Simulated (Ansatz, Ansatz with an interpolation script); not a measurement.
Rows from a G0W0 calculation on Tl2SnCl6 (Fm-3m) (Ansatz 0.2.0; G0W0 on LDA, plane waves, PAW; PAW set soft_1; 4×4×4 mesh, 1033 empty bands, screening to 150 eV, PAW set soft_1 files), in eV. Spin-orbit coupling is left out.

The database entry behind the starting cell is an old determination (1935), so it need not match the best structure at ambient conditions.

```tsv
row	k	band	start	Σx	Σc at the solution	Vxc
A	Γ	c2	9.219	-7.920	-3.921	-12.840
B	(0.000, -0.500, -0.500)	c1	6.732	-9.666	-3.631	-14.297
C	Γ	c1	5.630	-11.199	-3.482	-15.636
D	Γ	v1	2.962	-21.358	2.883	-17.285
E	(0.000, -0.500, -0.500)	v1	2.971	-21.409	2.881	-17.337
F	(0.000, -0.500, -0.500)	c2	7.098	-9.370	-3.661	-13.973
```

Q: Give the quasiparticle energies and the shift of each level.

The quasiparticle equation reads E = start + Σx + Σc(E) − Vxc.

```tsv
row	E (eV)	shift (eV)
A	10.219	+1.000
B	7.732	+1.000
C	6.586	+0.956
D	1.772	−1.190
E	1.780	−1.191
F	8.040	+0.942
```

The gap over the computed points goes from 2.66 eV to 4.81 eV.

Limits: not at the basis limit; no spin-orbit coupling.

[Paths, hosts, dates, memory and timing lines, banners, echoed tables and standing remarks are left out of the program output.]

[Logs are printed without paths, hosts, clocks, repeated set-up lines and the standing remarks that a program may print on its own settings, such as how far it seeks lower states.]

[Runs of the session that timed out or met a known fault of the program may be left out.]

[Hosts, paths, dates, database ids (printed as entryN), source tags and the programs' standing remarks are cut or masked in the printed files.]
